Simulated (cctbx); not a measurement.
# Resonant diffraction in Sn3Mo5

Space group I4/mcm (no. 140), a = 10.3970 Å, b = 10.3970 Å, c = 5.2900 Å, α = 90.00°, β = 90.00°, γ = 90.00°.

| atom | mult. | x | y | z | Ueq (Å²) |
| --- | --- | --- | --- | --- | --- |
| Sn1 | 8 | 0.1728 | 0.3272 | 0 | 0.0071 |
| Sn2 | 4 | 0 | 0 | 1/4 | 0.0083 |
| Mo1 | 16 | 0.7225 | 0.5730 | 1/2 | 0.0067 |
| Mo2 | 4 | 0 | 1/2 | 1/4 | 0.0084 |

This is a model crystal, built by substitution and not relaxed, with assumed displacement parameters.

Calculated with cctbx: free-atom f′ and f″ from the Sasaki tables, no fine structure; amplitudes in electrons.

| E (eV) | F 1 1 0 | F 4 1 1 | F 2 0 2 | F 1 1 2 |
| --- | --- | --- | --- | --- |
| 19400 | 49.3 | 524.5 | 510.4 | 29.5 |
| 19750 | 50.4 | 516.6 | 505.0 | 34.2 |
| 19880 | 51.5 | 509.8 | 500.4 | 38.5 |
| 19940 | 52.5 | 503.4 | 496.0 | 42.7 |
| 19970 | 53.5 | 496.9 | 491.6 | 46.9 |
| 19985 | 54.5 | 490.4 | 487.2 | 51.1 |
| 19992 | 55.4 | 484.7 | 483.4 | 54.9 |
| 19996 | 56.4 | 478.4 | 479.1 | 59.0 |
| 20004 | 57.0 | 476.9 | 477.9 | 63.4 |
| 20008 | 55.8 | 484.5 | 483.1 | 58.5 |
| 20015 | 54.7 | 491.2 | 487.6 | 54.3 |
| 20030 | 53.6 | 498.2 | 492.3 | 49.9 |
| 20060 | 52.5 | 505.1 | 496.9 | 45.6 |
| 20150 | 51.0 | 514.2 | 503.0 | 40.0 |
| 20400 | 49.3 | 523.9 | 509.5 | 33.8 |

**Question.** Which edge is crossed, and why do the reflections move as they do?

The K edge of Mo. The edge is at 20000 eV. f′ of Mo falls from -4.6 e at 19880 eV to -7.8 e at 4 eV below it, and f″ steps from 0.54 to 3.69 e across it. Over that approach |F| changes by +10 % (1 1 0), -6 % (4 1 1), -4 % (2 0 2) and +53 % (1 1 2): a reflection falls where Mo scatters in phase with the total and rises where it scatters against it; it hardly moves where the Mo term is small or cancels by symmetry. Above the edge the larger f″ enters the imaginary part, where it can add to or cancel the other atoms' f″. The structure is centrosymmetric, so Friedel mates stay equal.
